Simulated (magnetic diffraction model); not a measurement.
**MnInSiO5: what an assumed order does to the neutron pattern**

Space group C2/c (no. 15), a = 6.9320 Å, b = 8.4280 Å, c = 7.3630 Å, β = 115.86°.

```csv
site,atom,x,y,z
4e,In,1/2,0.6614,1/4
4b,Mn,1/2,0,0
4e,Si,1/2,0.3210,1/4
4e,O,1/2,0.0777,3/4
8f,O,0.1826,0.0483,0.9101
8f,O,0.3959,0.2142,0.3864
```

This is a made-up structure (elements placed in a structure type, unrelaxed), so the numbers test the method and describe no known phase.

Only Mn is taken to order (form factors of Mn3+); orders and moment sizes are assumed, and not adapted to the symmetry. Radiation: neutrons of λ = 2.0775 Å, 5° to 40°; isotropic B of 0.59 Å² (In), 0.75 Å² (Mn), 0.87 Å² (Si) and 0.83 Å² (O). The intensities are simulated: I ∝ L Σ (|F_N|² + |F_M⊥|²) for unpolarised neutrons, with F_M = 2.695 fm/μB × Σ f(s) S exp(2πi Q·r) exp(−B s²) at Q = H ± k (one set where k and −k are equivalent), only the part normal to Q counting and L = 1/(sin²θ cos θ). For collinear order S is the moment m, which repeats by lattice and centring translations R with the sign exp(−2πi k·R). Form factors are spin-only for 3d ions and dipole or tabulated for f ions, scattering lengths are Sears's of 1992, and absorption is left out. A label names one of the reflections at its angle. The strongest nuclear line in the range is 100, and lines under 0.2 are left out.

Assume the order k = (1/2 1/2 1/2), collinear moments along [100], 3.28 μB on Mn; signs + at (1/2, 0, 0), − at (1/2, 0, 1/2).

Predict the pattern, nuclear and magnetic parts apart.

```csv
2θ (°),index,nuclear,magnetic
12.14,(1/2 1/2 -1/2),0.0,129.2
17.28,(1/2 1/2 1/2),0.0,92.1
23.53,(-1/2 3/2 1/2),0.0,53.3
23.91,(1 1 0),92.9,0.0
24.42,(1 1 -1),9.8,0.0
25.57,(1/2 1/2 -3/2),0.0,45.0
26.61,(1/2 -3/2 1/2),0.0,41.3
27.19,(-3/2 1/2 1/2),0.0,3.8
28.54,(0 2 0),43.5,0.0
30.74,(-3/2 1/2 3/2),0.0,9.1
32.72,(-1/2 3/2 3/2),0.0,25.8
33.51,(1/2 1/2 3/2),0.0,24.3
33.97,(0 2 1),39.2,0.0
34.03,(3/2 3/2 -1/2),0.0,10.3
34.80,(3/2 -1/2 1/2),0.0,10.3
34.97,(1 1 1),78.9,0.0
36.04,(1 1 -2),28.1,0.0
36.55,(0 0 2),100.0,0.0
36.99,(3/2 3/2 -3/2),0.0,10.0
37.31,(1/2 5/2 -1/2),0.0,18.6
38.91,(2 0 0),22.6,0.0
39.38,(1/2 -3/2 3/2),0.0,16.1
39.41,(1/2 5/2 1/2),0.0,16.1
```

The strongest magnetic line in the range is (1/2 1/2 -1/2) at 12.14° (129.2). On top of the Lorentz factor, which all lines share, magnetic lines fade with angle because f falls: for Mn3+ it is 0.91, 0.70, 0.46 and 0.14 at sin θ/λ = 0.1, 0.2, 0.3 and 0.5 Å⁻¹, while nuclear lengths stay constant. The order has no net moment.

[Logs are printed without paths, hosts, clocks, repeated set-up lines and the standing remarks that a program may print on its own settings, such as how far it seeks lower states.]
